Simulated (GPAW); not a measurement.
# STM contrast on a 8-layer slab of W(100)

What would a tunnelling microscope show on a 8-layer slab of W(100)?

Program: GPAW 26.7.0. Level of theory: GPAW, PAW setups; slab in vacuum, relaxation, in the first sound run; inputs show where later runs differ. Results are calculated unless marked as measured.

## 1. The starting structure

The cell holds 8 atoms: 8 W. Its edges and angles: a = 3.160 Å, b = 3.160 Å, c = 29.060 Å, α = 90.0°, β = 90.0°, γ = 90.0°. Vacuum lies along c.

## 2. Relaxing the atoms

Forces are removed first; all later runs use this geometry. The lowest 4 atoms are held at bulk positions and keep their forces.

File run.py:

```python
import json
import numpy as np
from ase import Atoms
from ase.constraints import FixAtoms
from ase.optimize import BFGS
from gpaw import GPAW, PW

slab = Atoms(
    ['W', 'W', 'W', 'W', 'W', 'W', 'W', 'W'],
    positions=[
        [1.58000, 1.58000, 9.00000],
        [0.00000, 0.00000, 10.58000],
        [1.58000, 1.58000, 12.16000],
        [0.00000, 0.00000, 13.74000],
        [1.58000, 1.58000, 15.32000],
        [0.00000, 0.00000, 16.90000],
        [1.58000, 1.58000, 18.48000],
        [0.00000, 0.00000, 20.06000]],
    cell=[[3.16, 0.0, 0.0], [0.0, 3.16, 0.0], [0.0, 0.0, 29.06]],
    pbc=[True, True, False])

slab.calc = GPAW(mode=PW(400), xc='PBE', kpts={'size': (10, 10, 1), 'gamma': True},
                 occupations={'name': 'fermi-dirac', 'width': 0.1}, nbands='160%',
                 convergence={'density': 1e-05}, maxiter=200,
                 poissonsolver={'dipolelayer': 'xy'},
                 symmetry={'tolerance': 1e-3, 'extra_ids': [1, 1, 1, 1, 0, 0, 0, 0]}, txt='slab.txt')
result = {}
slab.set_constraint(FixAtoms([0, 1, 2, 3]))
path = []
opt = BFGS(slab, maxstep=0.2)
opt.attach(lambda: path.append((slab.get_potential_energy(), slab.positions.tolist(), slab.get_forces().tolist())))
result['relaxed'] = bool(opt.run(fmax=0.03, steps=40))
result['path'] = path
energy = slab.get_potential_energy()
fermi = slab.calc.get_fermi_level()
v = slab.calc.get_electrostatic_potential().mean((0, 1)) - fermi
n = slab.calc.get_pseudo_density().mean((0, 1))
L = slab.cell[2, 2]
z = np.arange(len(v)) * L / len(v)
low, high = slab.positions[:, 2].min(), slab.positions[:, 2].max()
below, above = np.interp([low - 6.8, high + 6.8], z, v)
slopes = [np.interp(x, z, np.gradient(v, z)) for x in (low - 6.8, high + 6.8)]
eps = np.array([[slab.calc.get_eigenvalues(k, s) for k in range(len(slab.calc.get_ibz_k_points()))]
                for s in range(slab.calc.get_number_of_spins())]) - fermi
top, bottom = eps[eps < 0].max(), eps[eps > 0].min()
dipole = slab.get_dipole_moment()[2]
print(f'energy {energy:.4f} eV, Fermi level {fermi:.4f} eV, dipole {dipole:.5f} e A')
print(f'potential 6.8 A off the faces, from the Fermi level: lower {below:.4f} eV, upper {above:.4f} eV')
print(f'slope of the potential there: lower {slopes[0]:.5f}, upper {slopes[1]:.5f} eV/A')
print(f'nearest levels on the mesh: {top:.4f} and {bottom:.4f} eV')
print('magnetic moment', round(slab.get_magnetic_moment(), 3))
result.update(energy=energy, fermi=fermi, dipole=dipole, below=below, above=above, slopes=slopes, edges=[top, bottom],
              z=z.tolist(), v=v.tolist(), n=n.tolist(), positions=slab.positions.tolist(),
              forces=slab.get_forces(apply_constraint=False).tolist(), moments=slab.get_magnetic_moments().tolist())
json.dump(result, open('result.json', 'w'))
```

Run with:

```console
$ OMP_NUM_THREADS=1 OPENBLAS_NUM_THREADS=1 python run.py
```

The log of the run:

```text
Step          Energy          fmax
BFGS:    0      -87.346985        1.662287
BFGS:    1      -87.404384        1.181268
BFGS:    2      -87.465648        0.374472
BFGS:    3      -87.469798        0.238187
BFGS:    4      -87.471306        0.149525
BFGS:    5      -87.472704        0.035593
BFGS:    6      -87.472742        0.020599
energy -87.3545 eV, Fermi level 4.0674 eV, dipole 0.00479 e A
potential 6.8 A off the faces, from the Fermi level: lower 4.2040 eV, upper 4.1190 eV
slope of the potential there: lower -0.00005, upper 0.00007 eV/A
nearest levels on the mesh: -0.0077 and 0.0163 eV
magnetic moment 0.0
```

Elapsed: 26 min, on 1 thread of Intel Xeon Platinum 8488C (Sapphire Rapids), shared host; peak memory 0.39 GiB.

The steps of the relaxation:

```tsv
step	energy less that of the first step (eV)	largest force (eV/Å)
1	0.0000	1.6623
2	-0.0588	1.1813
3	-0.1229	0.3745
4	-0.1269	0.2382
5	-0.1286	0.1495
6	-0.1303	0.0356
7	-0.1303	0.0206
```

The atoms that moved most (Å):

```tsv
atom	dx	dy	dz	length
W8	0.000	0.000	-0.078	0.078
W7	0.000	0.000	0.077	0.077
W5	0.000	0.000	0.022	0.022
W6	0.000	0.000	0.021	0.021
```

The relaxed structure:

```cif
data_structure
_symmetry_space_group_name_H-M 'P 1'
_symmetry_Int_Tables_number 1
_cell_length_a 3.1600
_cell_length_b 3.1600
_cell_length_c 29.0600
_cell_angle_alpha 90.000
_cell_angle_beta 90.000
_cell_angle_gamma 90.000
_cell_volume 290.18
loop_
_atom_site_label
_atom_site_type_symbol
_atom_site_fract_x
_atom_site_fract_y
_atom_site_fract_z
_atom_site_occupancy
W1 W 0.50000 0.50000 0.30970 1
W2 W 0.00000 0.00000 0.36407 1
W3 W 0.50000 0.50000 0.41844 1
W4 W 0.00000 0.00000 0.47281 1
W5 W 0.50000 0.50000 0.52793 1
W6 W 0.00000 0.00000 0.58227 1
W7 W 0.50000 0.50000 0.63859 1
W8 W 0.00000 0.00000 0.68763 1
```

Numbers from this step:

```
dipole along the normal                    : 0.004789 e·Å
levels nearest the Fermi level on the mesh : -0.007730, 0.01625 eV from the Fermi level
upper work function                        : 4.119 eV
lower work function                        : 4.204 eV
```

The electrostatic potential energy of an electron (without an applied field's), less the Fermi level, planar mean oscillates, so the rows of the table below give means over windows of 1.61 Å about each position, cut where the curve ends. Its maxima inside the range that stand out by 2 % of the span (Å: eV): 9.8: -8.51, 11.4: -9.13, 12.9: -9.04, 14.5: -8.63, 16.1: -8.97, 17.8: -8.18, 19.3: -11.4. Its minima: 9.0: -19.9, 10.5: -20.6, 12.2: -20.7, 13.8: -20.5, 15.4: -20.5, 16.9: -20.5, 18.6: -20.7, 19.9: -20.2.

The electrostatic potential energy of an electron (without an applied field's), less the Fermi level, planar mean by z; means over each step:

```tsv
z (Å)	electrostatic potential energy of an electron (without an applied field's), less the Fermi level, planar mean (eV)
0.81	4.20
2.42	4.20
4.02	4.20
5.63	4.16
7.24	2.76
8.85	-12.5
10.46	-14.4
12.07	-14.5
13.68	-14.4
15.29	-14.4
16.90	-14.3
18.51	-14.8
20.12	-12.9
21.73	2.70
23.34	4.08
24.95	4.12
26.56	4.12
28.17	4.12
```

The pseudo valence density, planar mean oscillates, so the rows of the table below give means over windows of 1.51 Å about each position, cut where the curve ends. Its maxima inside the range that stand out by 2 % of the span (Å: e/Å³): 9.0: 1.34, 10.5: 1.36, 12.1: 1.32, 13.8: 1.36, 15.3: 1.35, 17.0: 1.33, 18.5: 1.37, 20.0: 1.36. Its minima: 9.7: 0.546, 11.4: 0.522, 12.9: 0.522, 14.6: 0.521, 16.1: 0.521, 17.7: 0.493, 19.4: 0.659.

Pseudo valence density, planar mean against z; means over each step:

```tsv
z (Å)	pseudo valence density, planar mean (e/Å³)
3.78	1.7e-5
5.29	5.0e-4
6.80	0.0138
8.31	0.506
9.82	0.865
11.33	0.866
12.84	0.871
14.35	0.860
15.86	0.880
17.37	0.859
18.88	0.960
20.39	0.719
21.90	0.0262
23.41	9.4e-4
24.92	3.4e-5
```

The relaxation lowered the energy of the cell by 0.130 eV (energies extrapolated to zero smearing; the optimiser's log prints free energies). The largest force left on a free atom is 0.021 eV/Å.

## 3. Plane waves, PBE

The work function is the vacuum plateau of the electrostatic potential less the Fermi level; a dipole layer lets the two faces have plateaus of their own.

This step: GPAW, PAW setups; slab in vacuum (GPAW 26.7.0).

run.py, as its differences from that of step 2:

```diff
@@ -3,4 +3,3 @@
 from ase import Atoms
-from ase.constraints import FixAtoms
-from ase.optimize import BFGS
+from ase.dft.stm import STM
 from gpaw import GPAW, PW
@@ -14,6 +13,6 @@
         [0.00000, 0.00000, 13.74000],
-        [1.58000, 1.58000, 15.32000],
-        [0.00000, 0.00000, 16.90000],
-        [1.58000, 1.58000, 18.48000],
-        [0.00000, 0.00000, 20.06000]],
+        [1.58000, 1.58000, 15.34159],
+        [0.00000, -0.00000, 16.92062],
+        [1.58000, 1.58000, 18.55744],
+        [0.00000, 0.00000, 19.98248]],
     cell=[[3.16, 0.0, 0.0], [0.0, 3.16, 0.0], [0.0, 0.0, 29.06]],
@@ -25,10 +24,4 @@
                  poissonsolver={'dipolelayer': 'xy'},
-                 symmetry={'tolerance': 1e-3, 'extra_ids': [1, 1, 1, 1, 0, 0, 0, 0]}, txt='slab.txt')
+                 symmetry={'tolerance': 1e-3}, txt='slab.txt')
 result = {}
-slab.set_constraint(FixAtoms([0, 1, 2, 3]))
-path = []
-opt = BFGS(slab, maxstep=0.2)
-opt.attach(lambda: path.append((slab.get_potential_energy(), slab.positions.tolist(), slab.get_forces().tolist())))
-result['relaxed'] = bool(opt.run(fmax=0.03, steps=40))
-result['path'] = path
 energy = slab.get_potential_energy()
@@ -54,2 +47,16 @@
               forces=slab.get_forces(apply_constraint=False).tolist(), moments=slab.get_magnetic_moments().tolist())
+
+# Images need the states of the whole zone, up to time reversal
+slab.calc = slab.calc.fixed_density(symmetry={'point_group': False}, txt='states.txt',
+                                    convergence={'bands': 'CBM+1.8'})
+stm = STM(slab)
+result['stm'] = []
+for bias in [-2.0, -1.0, 1.5]:
+    height = high + 3.5
+    current = stm.get_averaged_current(bias, height)
+    x, y, h = stm.scan(bias, current)
+    i, f = divmod(height / L * stm.ldos.shape[2], 1)
+    I = abs((1 - f) * stm.ldos[:, :, int(i)] + f * stm.ldos[:, :, int(i) + 1])
+    print(f'bias {bias} V: mean current at 3.5 A {current:.4e}, corrugation {np.ptp(h):.4f} A')
+    result['stm'].append(dict(bias=bias, current=current, h=(h - high).tolist(), I=I.tolist()))
 json.dump(result, open('result.json', 'w'))
```

The log of the run:

```text
energy -87.3545 eV, Fermi level 4.0673 eV, dipole 0.00491 e A
potential 6.8 A off the faces, from the Fermi level: lower 4.2042 eV, upper 4.1195 eV
slope of the potential there: lower -0.00006, upper 0.00008 eV/A
nearest levels on the mesh: -0.0077 and 0.0162 eV
magnetic moment 0.0
bias -2.0 V: mean current at 3.5 A 2.0930e-04, corrugation 0.0177 A
bias -1.0 V: mean current at 3.5 A 1.7315e-04, corrugation 0.0301 A
bias 1.5 V: mean current at 3.5 A 6.5721e-04, corrugation 0.1943 A
```

The job ended after 10 min (1 thread; peak memory 0.91 GiB).

Numbers from this step:

```yaml
dipole_along_the_normal: 0.004912 e·Å
levels_nearest_the_fermi_level_on_the_mesh: -0.007718, 0.01621 eV from the Fermi level
upper_work_function: 4.120 eV
corrugation_minus_2: 0.01772 Å
corrugation_minus_1: 0.03008 Å
corrugation_1p5: 0.1943 Å
```

The electrostatic potential energy of an electron (without an applied field's), less the Fermi level, planar mean oscillates, so the rows of the table below give means over windows of 1.61 Å about each position, cut where the curve ends. Its maxima inside the range that stand out by 2 % of the span (Å: eV): 9.8: -8.51, 11.4: -9.13, 12.9: -9.04, 14.5: -8.63, 16.1: -8.97, 17.8: -8.18, 19.3: -11.4. Its minima: 9.0: -19.9, 10.5: -20.6, 12.2: -20.7, 13.8: -20.5, 15.4: -20.5, 16.9: -20.5, 18.6: -20.7, 19.9: -20.2.

Table of electrostatic potential energy of an electron (without an applied field's), less the Fermi level, planar mean by z; means over each step:

(Unchanged from step 2.)

The pseudo valence density, planar mean oscillates, so the rows of the table below give means over windows of 1.51 Å about each position, cut where the curve ends. Its maxima inside the range that stand out by 2 % of the span (Å: e/Å³): 9.0: 1.34, 10.5: 1.36, 12.1: 1.32, 13.8: 1.36, 15.3: 1.35, 17.0: 1.33, 18.5: 1.37, 20.0: 1.36. Its minima: 9.7: 0.546, 11.4: 0.522, 12.9: 0.522, 14.6: 0.521, 16.1: 0.521, 17.7: 0.493, 19.4: 0.659.

Table of pseudo valence density, planar mean by z; means over each step:

z (Å), pseudo valence density, planar mean (e/Å³) and a bar:
```
     3.78       0.00 
     5.29       0.00 
     6.80       0.01 
     8.31       0.51 ################
     9.82       0.87 ###########################
    11.33       0.87 ###########################
    12.84       0.87 ###########################
    14.35       0.86 ###########################
    15.86       0.88 ############################
    17.37       0.86 ###########################
    18.88       0.96 ##############################
    20.39       0.72 ######################
    21.90       0.03 #
    23.41       0.00 
    24.92       0.00
```

Tip height over the top atom over a1 and a2. Sample bias -2 V, constant current at the mean current 3.5 Å over the top atom.

Ten even steps from '0' (3.488 Å) to '9' (3.506 Å):
```
776789999998767
666777899877766
777666777766677
887654455445678
997643222234679
998742211224789
999752100125799
999752100125799
998742211224789
997643222234679
887654455445678
777666777766677
666777899877766
776789999998767
776789999998767
```
Columns: a1 from 0 to 0.933; rows upwards: a2 from 0 to 0.933.

Local density of states summed over the bias window over a1 and a2. Sample bias -2 V, constant height 3.5 Å over the top atom.

Ten even steps from '_' (2.05 × 1e-4 arbitrary) to '@' (2.12 × 1e-4 arbitrary):
```
##****##%%@@@@@@@@@@@@%%##****
********####%%@@@@%%####******
####****++**########**++****##
%%%%##++================++##%%
@@@@##**==--::::::::--==**##@@
@@@@%%##==::........::==##%%@@
@@@@@@##==::..____..::==##@@@@
@@@@@@##==::..____..::==##@@@@
@@@@%%##==::........::==##%%@@
@@@@##**==--::::::::--==**##@@
%%%%##++================++##%%
####****++**########**++****##
********####%%@@@@%%####******
##****##%%@@@@@@@@@@@@%%##****
####**##%%@@@@@@@@@@@@%%##**##
```
Columns: a1 from 0 to 0.933; rows upwards: a2 from 0 to 0.933.

Tip height over the top atom over a1 and a2. Sample bias -1 V, constant current at the mean current 3.5 Å over the top atom.

Ten even steps from '_' (3.479 Å) to '@' (3.509 Å):
```
@@%%%%%%@@@@@@%%%%@@@@@@%%%%%%
%%%%%%%%%%%%%%%%%%%%%%%%%%%%%%
@@%%%%####****####****####%%%%
@@@@%%##++============++##%%@@
@@@@%%**==::::::::::::==**%%@@
@@@@%%**==::..____..::==**%%@@
%%%%%%##==::________::==##%%%%
%%%%%%##==::________::==##%%%%
@@@@%%**==::..____..::==**%%@@
@@@@%%**==::::::::::::==**%%@@
@@@@%%##++============++##%%@@
@@%%%%####****####****####%%%%
%%%%%%%%%%%%%%%%%%%%%%%%%%%%%%
@@%%%%%%@@@@@@%%%%@@@@@@%%%%%%
@@@@%%@@@@@@@@%%%%@@@@@@@@%%@@
```
Columns: a1 from 0 to 0.933; rows upwards: a2 from 0 to 0.933.

Local density of states summed over the bias window over a1 and a2. Sample bias -1 V, constant height 3.5 Å over the top atom.

Ten even steps from '0' (1.67 × 1e-4 arbitrary) to '9' (1.76 × 1e-4 arbitrary):
```
998899988999889
888888888888888
988766666666788
998654444445689
998643222234689
998642100124689
888642000024688
888642000024688
998642100124689
998643222234689
998654444445689
988766666666788
888888888888888
998899988999889
998999988999989
```
Columns: a1 from 0 to 0.933; rows upwards: a2 from 0 to 0.933.

Tip height over the top atom over a1 and a2. Sample bias 1.5 V, constant current at the mean current 3.5 Å over the top atom.

Ten even steps from '0' (3.40 Å) to '9' (3.59 Å):
```
999876555567899
998765444456789
887654333345678
776543322334567
665432111123456
554331100113345
554321000012345
554321000012345
554331100113345
665432111123456
776543322334567
887654333345678
998765444456789
999876555567899
999876555567899
```
Columns: a1 from 0 to 0.933; rows upwards: a2 from 0 to 0.933.

Local density of states summed over the bias window over a1 and a2. Sample bias 1.5 V, constant height 3.5 Å over the top atom.

Values in units of 1e-4 arbitrary, 15 rows by 15 columns:
```
7.7 7.6 7.5 7.3 7.0 6.8 6.6 6.5 6.5 6.6 6.8 7.0 7.3 7.5 7.6
7.6 7.5 7.3 7.1 6.9 6.7 6.5 6.4 6.4 6.5 6.7 6.9 7.1 7.3 7.5
7.3 7.3 7.1 6.9 6.7 6.5 6.3 6.2 6.2 6.3 6.5 6.7 6.9 7.1 7.3
7.1 7.0 6.9 6.7 6.4 6.2 6.0 6.0 6.0 6.0 6.2 6.4 6.7 6.9 7.0
6.8 6.8 6.7 6.5 6.2 6.0 5.8 5.7 5.7 5.8 6.0 6.2 6.5 6.7 6.8
6.7 6.6 6.5 6.3 6.0 5.8 5.7 5.6 5.6 5.7 5.8 6.0 6.3 6.5 6.6
6.6 6.5 6.4 6.2 6.0 5.7 5.6 5.5 5.5 5.6 5.7 6.0 6.2 6.4 6.5
6.6 6.5 6.4 6.2 6.0 5.7 5.6 5.5 5.5 5.6 5.7 6.0 6.2 6.4 6.5
6.7 6.6 6.5 6.3 6.0 5.8 5.7 5.6 5.6 5.7 5.8 6.0 6.3 6.5 6.6
6.8 6.8 6.7 6.5 6.2 6.0 5.8 5.7 5.7 5.8 6.0 6.2 6.5 6.7 6.8
7.1 7.0 6.9 6.7 6.4 6.2 6.0 6.0 6.0 6.0 6.2 6.4 6.7 6.9 7.0
7.3 7.3 7.1 6.9 6.7 6.5 6.3 6.2 6.2 6.3 6.5 6.7 6.9 7.1 7.3
7.6 7.5 7.3 7.1 6.9 6.7 6.5 6.4 6.4 6.5 6.7 6.9 7.1 7.3 7.5
7.7 7.6 7.5 7.3 7.0 6.8 6.6 6.5 6.5 6.6 6.8 7.0 7.3 7.5 7.6
7.7 7.7 7.6 7.3 7.1 6.8 6.7 6.6 6.6 6.7 6.8 7.1 7.3 7.6 7.7
```
Columns: a1 from 0 to 0.933; rows upwards: a2 from 0 to 0.933.

Force by atom:

```tsv
atom	x (eV/Å)	y (eV/Å)	z (eV/Å)	size
W1	0.00	0.00	1.37	1.37
W2	0.00	0.00	-1.71	1.71
W3	0.00	0.00	0.09	0.09
W4	0.00	0.00	0.20	0.20
W5	0.00	0.00	-0.01	0.01
W6	0.00	0.00	0.02	0.02
W7	0.00	0.00	0.02	0.02
W8	0.00	0.00	0.02	0.02
```

The potential is flat to 8.2e-5 eV/Å where it is read, so the vacuum is wide enough.

## 4. A changed run

One more run, with changed settings.

File run.py:

```python
import json
import numpy as np
from ase import Atoms
from gpaw import GPAW, PW

slab = Atoms(
    ['W', 'W', 'W', 'W', 'W', 'W', 'W', 'W'],
    positions=[
        [1.58000, 1.58000, 9.00000],
        [0.00000, 0.00000, 10.58000],
        [1.58000, 1.58000, 12.16000],
        [0.00000, 0.00000, 13.74000],
        [1.58000, 1.58000, 15.34159],
        [0.00000, -0.00000, 16.92062],
        [1.58000, 1.58000, 18.55744],
        [0.00000, 0.00000, 19.98248]],
    cell=[[3.16, 0.0, 0.0], [0.0, 3.16, 0.0], [0.0, 0.0, 29.06]],
    pbc=[True, True, False])

slab.calc = GPAW(mode=PW(400), xc='PBE', kpts={'size': (10, 10, 1), 'gamma': True},
                 occupations={'name': 'fermi-dirac', 'width': 0.1}, nbands='160%',
                 convergence={'density': 1e-05}, maxiter=50,
                 poissonsolver={'dipolelayer': 'xy'},
                 symmetry={'tolerance': 1e-3}, txt='slab.txt')
result = {}
energy = slab.get_potential_energy()
fermi = slab.calc.get_fermi_level()
v = slab.calc.get_electrostatic_potential().mean((0, 1)) - fermi
n = slab.calc.get_pseudo_density().mean((0, 1))
L = slab.cell[2, 2]
z = np.arange(len(v)) * L / len(v)
low, high = slab.positions[:, 2].min(), slab.positions[:, 2].max()
below, above = np.interp([low - 1.0, high + 1.0], z, v)
slopes = [np.interp(x, z, np.gradient(v, z)) for x in (low - 1.0, high + 1.0)]
eps = np.array([[slab.calc.get_eigenvalues(k, s) for k in range(len(slab.calc.get_ibz_k_points()))]
                for s in range(slab.calc.get_number_of_spins())]) - fermi
top, bottom = eps[eps < 0].max(), eps[eps > 0].min()
dipole = slab.get_dipole_moment()[2]
print(f'energy {energy:.4f} eV, Fermi level {fermi:.4f} eV, dipole {dipole:.5f} e A')
print(f'potential 1.0 A off the faces, from the Fermi level: lower {below:.4f} eV, upper {above:.4f} eV')
print(f'slope of the potential there: lower {slopes[0]:.5f}, upper {slopes[1]:.5f} eV/A')
print(f'nearest levels on the mesh: {top:.4f} and {bottom:.4f} eV')
print('magnetic moment', round(slab.get_magnetic_moment(), 3))
result.update(energy=energy, fermi=fermi, dipole=dipole, below=below, above=above, slopes=slopes, edges=[top, bottom],
              z=z.tolist(), v=v.tolist(), n=n.tolist(), positions=slab.positions.tolist(),
              forces=slab.get_forces(apply_constraint=False).tolist(), moments=slab.get_magnetic_moments().tolist())
json.dump(result, open('result.json', 'w'))
```

The log of the run:

```text
energy -87.3545 eV, Fermi level 4.0673 eV, dipole 0.00491 e A
potential 1.0 A off the faces, from the Fermi level: lower -0.5067 eV, upper -0.4604 eV
slope of the potential there: lower -10.56474, upper 10.39063 eV/A
nearest levels on the mesh: -0.0077 and 0.0162 eV
magnetic moment 0.0
```

It took 5.9 min on 1 thread; peak memory 0.39 GiB.

The run finished. A setting was moved off its sound value on purpose, so it serves as a test and not as the result.

The fault put into the input: the potential probed 1 A off the face (probe = 1.0).

## 5. Outcome

```
work function, upper and lower face : 4.120 and 4.204 eV
dipole along the normal             : 0.00491 e Å
corrugation at -2 V                 : 0.0177 Å
corrugation at -1 V                 : 0.0301 Å
corrugation at 1.5 V                : 0.194 Å
```

In words: The corrugation at constant current is largest at 1.5 V, where the tip height varies by 0.19 Å over the cell. Negative sample bias images filled states, positive bias empty ones. The two faces differ by 0.085 eV, the step that the slab's dipole makes (e p/(ε0 A) gives 0.089 eV), so the dipole layer is needed. The lowest atoms were held at bulk positions, which alone makes the faces unlike. The measured value for this face is 4.65 eV (as compiled in "Anisotropic work function of elemental crystals", 2019, arxiv:1902.07811); the relaxed upper face lies 0.53 eV under it with PBE. Measured work functions scatter by a tenth of an eV or more between methods. The clean face reconstructs (W and Mo (100) only when cold), while this slab is an unreconstructed 1×1 cell, so the two are not the same surface. The images are of Tersoff-Hamann type: an s-wave tip, no tip-sample forces, heights closer than in a microscope. The in-plane lattice was kept as typed, which isn't the functional's own and leaves some strain; spin-orbit coupling and temperature are left out.

[Logs are printed without paths, hosts, clocks, repeated set-up lines and the standing remarks that a program may print on its own settings, such as how far it seeks lower states.]

[Hosts, paths, dates, database ids (printed as entryN), source tags and the programs' standing remarks are cut or masked in the printed files.]
